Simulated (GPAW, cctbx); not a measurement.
## By hand: from a DFT structure factor to an extinction distance in Rb2CuAgI6

Rb2CuAgI6, Fm-3m (no. 225), a = 11.5309 Å, b = 11.5309 Å, c = 11.5309 Å, α = 90.00°, β = 90.00°, γ = 90.00°.

```csv
atom,mult.,x,y,z
I1,24,0,0,0.7568
Ag1,4,1/2,0,0
Rb1,8,1/4,1/4,3/4
Cu1,4,0,0,0
```

The cell comes from substitution in a known structure type and wasn't matched to any measured phase.

A DFT run (GPAW, PBE, 450 eV, 3×3×3 k-points, Fermi–Dirac width 0.05 eV) gives the static X-ray structure factor of 022 as 158.958 e for the conventional cell; superposed free atoms give 161.156 e. **Problem.** Find the Fourier component V of the crystal potential and the two-beam extinction distance at 200 kV in both cases.

## Step 1: Geometry

The cell volume is Ω = 1533.17 Å³ and d(022) = 4.0768 Å, so g = 1/d = 0.2453 Å⁻¹.

## Step 2: The nuclei

Electrons feel nuclei as well as electrons, so the nuclear charges are summed with the same phases.

Phase sums Σ exp(2πi h·x), turned so that the total is real and positive: I -7.941, Ag +4.000, Rb +8.000, Cu +4.000. Then F_Z = 53 × (-7.941) + 47 × (+4.000) + 37 × (+8.000) + 29 × (+4.000) = 179.13 e. The electron term has the same sign for this reflection.

## Step 3: Mott–Bethe

Poisson's equation, term by term, gives V = (e/4πε₀)(F_Z − F)/(πΩg²), with e/4πε₀ = 14.3996 V Å.

The prefactor is 14.3996 × 4.0768²/(π × 1533.17) = 0.04969 V per electron. Free atoms: (179.13 − 161.156) × 0.04969 = 0.893 V. Crystal: (179.13 − 158.958) × 0.04969 = 1.002 V. F changes by -1.36 % and V by +12.2 %: the same 2.20 e is measured against F_Z − F = 18.0 e in place of F = 161.2 e.

## Step 4: Extinction distance

In the two-beam case ξ = 1/(λU) with U = 2γm₀eV/h², that is ξ = 150.41 V Å²/(γλV).

At 200 kV, λ = 0.02508 Å and γ = 1.3914. Free atoms: ξ = 4826 Å. Crystal: ξ = 4300 Å. The thickness fringes go as sin²(πt/ξ), so the two patterns slip by a quarter of a period when t|1/ξ₁ − 1/ξ₀| = 1/4, at t ≈ 987 nm, thicker than usual samples. Thermal motion, absorption and many-beam coupling, left out here, change a real pattern.

## Step 5: Answer

V(022) is 1.00 V against 0.89 V, and ξ is 4300 against 4826 Å. Limits: static atoms, two beams.

[Outputs are excerpts: Python notices, other lines and further rows are left out; steps that failed or that the build refused (PBEsol, TPSS) are not shown.]

[Logs are printed without paths, hosts, clocks, repeated set-up lines and the standing remarks that a program may print on its own settings, such as how far it seeks lower states.]
